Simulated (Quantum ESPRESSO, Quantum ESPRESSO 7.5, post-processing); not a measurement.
## Co(0001), 5 layers against a metal electrode: a series in the charge of the slab

What law, if any, do the results for Co(0001), 5 layers against a metal electrode follow against the charge of the slab?

Program: Quantum ESPRESSO 7.5. Level of theory: plane-wave DFT, PBE, GBRV ultrasoft pseudopotentials. Results are calculated unless marked as measured.

Most raw output is cut from this account.

**1. The structure**

It takes space group P6_3/mmc (No. 194, hexagonal). The conventional cell has a = 2.510 Å, b = 2.510 Å, c = 4.071 Å, α = 90.00°, β = 90.00°, γ = 120.00°. Nearest to Co lie 12 Co at 2.50 to 2.51 Å.

Structure file:

```cif
data_structure
_symmetry_space_group_name_H-M 'P6_3/mmc'
_symmetry_Int_Tables_number 194
_cell_length_a 2.5100
_cell_length_b 2.5100
_cell_length_c 4.0712
_cell_angle_alpha 90.000
_cell_angle_beta 90.000
_cell_angle_gamma 120.000
_cell_volume 22.21
loop_
_atom_site_label
_atom_site_type_symbol
_atom_site_symmetry_multiplicity
_atom_site_Wyckoff_symbol
_atom_site_fract_x
_atom_site_fract_y
_atom_site_fract_z
_atom_site_occupancy
Co1 Co 2 c 0.33333 0.66667 0.25000 1
```

Set-up: The slab is relaxed neutral, then held. ESM with bc3: vacuum below and a metal electrode about 6 Å above the top atoms. Cold smearing of 0.02 Ry. Charges are set per cell from the starting area. The slabs take the lattice constants of the bulk relaxed by the same program.

Members 2, 3, 4.5, 6, 7 and 8 took the same steps and show in the table alone.

**2. Relaxing cell and ions of the reference**

The bulk crystal is relaxed in cell and atoms; the members are built on its lattice constants.

The input, ref.vc.in:

```
&control
  prefix = 'ref.vc'
  outdir = './out'
  pseudo_dir = './pseudo'
  nstep = 40
  forc_conv_thr = 0.0003
  calculation = 'vc-relax'
/
&system
  ibrav = 0
  nat = 2
  ntyp = 1
  ecutwfc = 50
  ecutrho = 250
  occupations = 'smearing'
  smearing = 'mv'
  degauss = 0.02
  nspin = 2
  starting_magnetization(1) = 0.28
/
&electrons
  conv_thr = 1e-09
  mixing_beta = 0.4
  electron_maxstep = 120
/
&ions
/
&cell
  press_conv_thr = 0.3
/
ATOMIC_SPECIES
  Co  58.9332  co_pbe_v1.2.uspp.F.UPF
CELL_PARAMETERS angstrom
  2.51000000000000 0.00000000000000 0.00000000000000
  -1.25500000000000 2.17372376349894 0.00000000000000
  0.00000000000000 0.00000000000000 4.07122000000000
ATOMIC_POSITIONS crystal
  Co  0.333333333333 0.666666666667 0.250000000000
  Co  0.666666666667 0.333333333333 0.750000000000
K_POINTS automatic
  19 19 10 0 0 0
```

The run is started by

```bash
OMP_NUM_THREADS=1 mpirun -n 4 pw.x -nk 4 -in ref.vc.in > ref.vc.out
```

Wall time 3.8 min (4 MPI ranks of Arm Neoverse V1, shared host); peak memory 0.37 GiB.

Relaxation path:

| step | energy less that of the first step (eV) | largest force (eV/Å) | volume (Å³) |
| --- | --- | --- | --- |
| 1 | 0.0000 | 0.0000 | 22.21 |
| 2 | -0.0090 | 0.0000 | 21.63 |
| 3 | -0.0091 | 0.0000 | 21.66 |
| 4 | -0.0091 | 0.0000 | 21.67 |
| 5 | -0.0091 | 0.0000 | 21.66 |
| 6 | -0.0067 | 0.0000 | 21.66 |

| conventional cell, symmetrised | before | after | change |
| --- | --- | --- | --- |
| a (Å) | 2.510 | 2.491 | -0.8 % |
| b (Å) | 2.510 | 2.491 | -0.8 % |
| c (Å) | 4.071 | 4.032 | -1.0 % |
| volume (Å³/atom) | 11.11 | 10.83 | -2.5 % |

Final coordinates:

```cif
data_structure
_symmetry_space_group_name_H-M 'P 1'
_symmetry_Int_Tables_number 1
_cell_length_a 2.4907
_cell_length_b 2.4907
_cell_length_c 4.0323
_cell_angle_alpha 90.000
_cell_angle_beta 90.000
_cell_angle_gamma 120.000
_cell_volume 21.66
loop_
_atom_site_label
_atom_site_type_symbol
_atom_site_fract_x
_atom_site_fract_y
_atom_site_fract_z
_atom_site_occupancy
Co1 Co 0.33333 0.66667 0.25000 1
Co2 Co 0.66667 0.33333 0.75000 1
```

 The last row is no step: it is a fresh SCF in the final cell with a new plane-wave basis, +2 meV from the row before.

Read from the output:

| Quantity | Value |
| --- | --- |
| free energy | -8122.3208 eV |
| Fermi energy | 18.52 eV |
| magnetization | 3.29 μB |
| absolute magnetization | 3.66 μB |
| site moments | 1.728, 1.728 μB |

**3. Relaxing the ions of the reference**

What the set-up leaves free in this member is relaxed.

System of this step: Co(0001), 5 layers. The cell holds 5 atoms: 5 Co. Its edges and angles: a = 2.491 Å, b = 2.491 Å, c = 22.921 Å, α = 90.0°, β = 90.0°, γ = 60.0°. It derives from Co. Vacuum lies along c.

The input, ref.relax.in:

```
&control
  prefix = 'ref.relax'
  outdir = './out'
  pseudo_dir = './pseudo'
  nstep = 40
  forc_conv_thr = 0.001
  calculation = 'relax'
/
&system
  ibrav = 0
  nat = 5
  ntyp = 1
  ecutwfc = 40
  ecutrho = 200
  occupations = 'smearing'
  smearing = 'mv'
  degauss = 0.02
  nspin = 2
  starting_magnetization(1) = 0.28
/
&electrons
  conv_thr = 1e-08
  mixing_beta = 0.4
  electron_maxstep = 120
  mixing_mode = 'local-TF'
/
&ions
/
ATOMIC_SPECIES
  Co  58.9332  co_pbe_v1.2.uspp.F.UPF
CELL_PARAMETERS angstrom
  2.49074828400000 0.00000000000000 0.00000000000000
  1.24537414200000 2.15705128837650 0.00000000000000
  0.00000000000000 0.00000000000000 22.92105502787525
ATOMIC_POSITIONS crystal
  Co  0.000000000000 0.000000000000 0.324079915515
  Co  0.666666666700 0.666666666700 0.412039957757
  Co  0.000000000000 0.000000000000 0.500000000000 0 0 0
  Co  0.666666666700 0.666666666700 0.587960042243
  Co  0.000000000000 0.000000000000 0.675920084485
K_POINTS automatic
  12 12 1 0 0 0
```

The run is started by

```bash
OMP_NUM_THREADS=1 mpirun -n 4 pw.x -nk 4 -in ref.relax.in > ref.relax.out
```

Wall time 3.4 min (4 MPI ranks); peak memory 0.56 GiB.

Relaxation path:

| step | energy less that of the first step (eV) | largest force (eV/Å) |
| --- | --- | --- |
| 1 | 0.0000 | 0.3565 |
| 2 | -0.0074 | 0.2651 |
| 3 | -0.0130 | 0.1510 |
| 4 | -0.0163 | 0.0256 |
| 5 | -0.0163 | 0.0204 |

The atoms that moved most (Å):

| atom | dx | dy | dz | length |
| --- | --- | --- | --- | --- |
| Co4 | 0.000 | 0.000 | 0.027 | 0.027 |
| Co2 | 0.000 | 0.000 | -0.027 | 0.027 |
| Co1 | 0.000 | 0.000 | 0.023 | 0.023 |
| Co5 | 0.000 | 0.000 | -0.023 | 0.023 |

The relaxation lowers the energy by 3 meV an atom. On the free atoms the largest force ends at 0.020 eV/Å.

Numbers from this step:

```
free energy            : -20304.3020 eV
Fermi energy           : 5.463 eV
magnetization          : 8.69 μB
absolute magnetization : 9.56 μB
site moments           : 1.850, 1.792, 1.779, 1.792, 1.850 μB
```

**4. Ground state, 0 ×10¹³ e/cm²**

A run under open boundaries on these atoms gives the vacuum levels.

The input, m2.esm.in:

```
&control
  prefix = 'm2.esm'
  outdir = './out'
  pseudo_dir = './pseudo'
  calculation = 'scf'
  tprnfor = .true.
/
&system
  ibrav = 0
  nat = 5
  ntyp = 1
  ecutwfc = 40
  ecutrho = 200
  occupations = 'smearing'
  smearing = 'mv'
  degauss = 0.02
  assume_isolated = 'esm'
  esm_bc = 'bc3'
  tot_charge = 0.0
  nspin = 2
  starting_magnetization(1) = 0.28
/
&electrons
  conv_thr = 1e-08
  mixing_beta = 0.25
  electron_maxstep = 160
  mixing_mode = 'local-TF'
  mixing_ndim = 12
/
ATOMIC_SPECIES
  Co  58.9332  co_pbe_v1.2.uspp.F.UPF
CELL_PARAMETERS angstrom
  2.49074828400000 0.00000000000000 0.00000000000000
  1.24537414200000 2.15705128837650 0.00000000000000
  0.00000000000000 0.00000000000000 22.92105502787525
ATOMIC_POSITIONS crystal
  Co  0.000000000000 0.000000000000 -0.109470599976
  Co  0.666666666700 0.666666666700 -0.023681519376
  Co  0.000000000000 0.000000000000 0.065442013824
  Co  0.666666666700 0.666666666700 0.154565547024
  Co  0.000000000000 0.000000000000 0.240354627624
K_POINTS automatic
  12 12 1 0 0 0
```

The run is started by

```bash
OMP_NUM_THREADS=1 mpirun -n 4 pw.x -nk 4 -in m2.esm.in > m2.esm.out
```

Run time: 2.7 min. Hardware: 4 MPI ranks; peak memory 0.55 GiB; 11 min of CPU time.

This step gave:

- Fermi energy: -4.983 eV
- vacuum line at the lower end of the cell, over the Fermi level: 4.984 eV
- slope of the potential above: 1.89e-4 eV/Å
- vacuum line at the upper end of the cell, over the Fermi level: 4.983 eV

The potential energy, planar mean oscillates, so the rows of the table below give means over windows of 2.06 Å about each position, cut where the curve ends. Its maxima inside the range that stand out by 2 % of the span (Å: eV): -1.5: -1.38, 0.5: -0.723, 2.5: -0.712, 4.6: -1.44. Its minima: -2.5: -27.1, -0.6: -27.1, 1.5: -27.1, 3.5: -27.2, 5.5: -27.1.

Electrostatic potential energy of an electron; zero at the Fermi level. The potential energy, planar mean by z; means over each step:

| z (Å) | potential energy, planar mean (eV) |
| --- | --- |
| -10.43 | 4.98 |
| -8.37 | 4.98 |
| -6.31 | 4.97 |
| -4.25 | 3.41 |
| -2.19 | -12.1 |
| -0.13 | -11.9 |
| 1.93 | -11.8 |
| 3.99 | -12.4 |
| 6.05 | -9.78 |
| 8.11 | 4.80 |
| 10.17 | 4.98 |

Inside the slab this potential holds the local part of the pseudopotentials, which can be repulsive at the nuclei; only its value in the vacuum has a meaning of its own.

**5. Self-consistent run, 1 ×10¹³ e/cm²**

m3.esm.in, as its differences from the input of step 4:

```diff
@@ -1,3 +1,3 @@
 &control
-  prefix = 'm2.esm'
+  prefix = 'm3.esm'
   outdir = './out'
@@ -18,3 +18,3 @@
   esm_bc = 'bc3'
-  tot_charge = 0.0
+  tot_charge = 0.00546
   nspin = 2
@@ -28,2 +28,3 @@
   mixing_ndim = 12
+  startingpot = 'file'
 /
```

The run is started by

```bash
cp -r out/m2.esm.save out/m3.esm.save
OMP_NUM_THREADS=1 mpirun -n 4 pw.x -nk 4 -in m3.esm.in > m3.esm.out
```

Wall time 88 s (4 MPI ranks); peak memory 0.54 GiB; 5.9 min of CPU time.

Read from the output:

* Fermi energy: -5.763 eV
* site moments: 1.850, 1.792, 1.779, 1.793, 1.85 μB
* vacuum line at the lower end of the cell, over the Fermi level: 4.987 eV
* slope of the potential above: 0.1831 eV/Å
* vacuum line at the upper end of the cell, over the Fermi level: 5.763 eV

Inside the slab this potential holds the local part of the pseudopotentials, which can be repulsive at the nuclei; only its value in the vacuum has a meaning of its own.

**6. Self-consistent run, -1.5 ×10¹³ e/cm²**

m1.esm.in, as its differences from the input of step 5:

```diff
@@ -1,3 +1,3 @@
 &control
-  prefix = 'm3.esm'
+  prefix = 'm1.esm'
   outdir = './out'
@@ -18,3 +18,3 @@
   esm_bc = 'bc3'
-  tot_charge = 0.00546
+  tot_charge = -0.00818
   nspin = 2
```

The run is started by

```bash
cp -r out/m2.esm.save out/m1.esm.save
OMP_NUM_THREADS=1 mpirun -n 4 pw.x -nk 4 -in m1.esm.in > m1.esm.out
```

Elapsed: 90 s, on 4 MPI ranks; peak memory 0.54 GiB.

Numbers from this step:

| Quantity | Value |
| --- | --- |
| Fermi energy | -3.829 eV |
| magnetization | 8.68 μB |
| site moments | 1.850, 1.792, 1.779, 1.792, 1.849 μB |
| vacuum line at the lower end of the cell, over the Fermi level | 4.985 eV |
| slope of the potential above | -0.2738 eV/Å |
| vacuum line at the upper end of the cell, over the Fermi level | 3.830 eV |

Inside the slab this potential holds the local part of the pseudopotentials, which can be repulsive at the nuclei; only its value in the vacuum has a meaning of its own.

**7. Ground state, -3 ×10¹³ e/cm²**

m0.esm.in, as its differences from the input of step 6:

```diff
@@ -1,3 +1,3 @@
 &control
-  prefix = 'm1.esm'
+  prefix = 'm0.esm'
   outdir = './out'
@@ -18,3 +18,3 @@
   esm_bc = 'bc3'
-  tot_charge = -0.00818
+  tot_charge = -0.01637
   nspin = 2
```

The run is started by

```bash
cp -r out/m1.esm.save out/m0.esm.save
OMP_NUM_THREADS=1 mpirun -n 4 pw.x -nk 4 -in m0.esm.in > m0.esm.out
```

The job ended after 98 s (4 MPI ranks; peak memory 0.54 GiB; 6.5 min of CPU time).

Read from the output:

| Property | Result |
| --- | --- |
| Fermi energy | -2.694 eV |
| site moments | 1.85, 1.792, 1.778, 1.792, 1.849 μB |
| vacuum line at the lower end of the cell, over the Fermi level | 4.994 eV |
| slope of the potential above | -0.5479 eV/Å |
| vacuum line at the upper end of the cell, over the Fermi level | 2.696 eV |

Inside the slab this potential holds the local part of the pseudopotentials, which can be repulsive at the nuclei; only its value in the vacuum has a meaning of its own.

**8. The series side by side**

The series in one table:

| the charge of the slab (positive: electrons removed) | electrode's level over the Fermi level (eV) | far face's level over the Fermi level (eV) | field in the gap (eV/Å) |
| --- | --- | --- | --- |
| -3 ×10¹³ e/cm² | 2.696 | 4.994 | -0.5479 |
| -1.5 ×10¹³ e/cm² | 3.83 | 4.985 | -0.2738 |
| 0 ×10¹³ e/cm² | 4.983 | 4.984 | 0.000189 |
| 1 ×10¹³ e/cm² | 5.763 | 4.987 | 0.1831 |
| 2 ×10¹³ e/cm² | 6.545 | 4.984 | 0.3657 |
| 3 ×10¹³ e/cm² | 7.335 | 4.985 | 0.5487 |
| 4.5 ×10¹³ e/cm² | 8.527 | 4.982 | 0.8229 |
| 6 ×10¹³ e/cm² | 9.731 | 4.985 | 1.097 |
| 7 ×10¹³ e/cm² | 10.54 | 4.991 | 1.28 |
| 8 ×10¹³ e/cm² | 11.35 | 4.984 | 1.463 |

**9. Worked from the printed numbers**

Last interval: C = Δσ/ΔV = 0.00102 e/Å² / 0.812 V × 1602 = 2.01 µF/cm².

**10. Outcome**

| Item | Value |
| --- | --- |
| mean capacitance at positive charge | 2.05 μF/cm² |
| effective gap ε₀/C | 4.33 Å |
| top atoms to electrode | 5.95 Å |

What this shows: The series holds 10 members; mean capacitance at positive charge: 2.05 μF/cm²; effective gap ε₀/C: 4.33 Å; top atoms to electrode: 5.95 Å (PBE, GBRV ultrasoft). Interval by interval C lies between 2.01 and 2.15 µF/cm². The far face's level moves by 0.01 eV over the series: the slab screens like a metal, and averaged over the positive charges the image plane lies 1.62 Å above the top atoms. The labels count charge on the starting cell; on the relaxed cell the densities are 1.016 times as large. Vacuum fills the gap; ions don't answer the charge; added electrons can spill towards the electrode at the most negative charges.

[Logs are printed without paths, hosts, clocks, repeated set-up lines and the standing remarks that a program may print on its own settings, such as how far it seeks lower states.]

[Hosts, paths, dates, database ids (printed as entryN), source tags and the programs' standing remarks are cut or masked in the printed files.]

[Maps of the electrostatic potential energy from Ansatz leave out the sawtooth potential of an applied field or a dipole correction, so their vacuum need not be flat; planar profiles and work functions include it.]
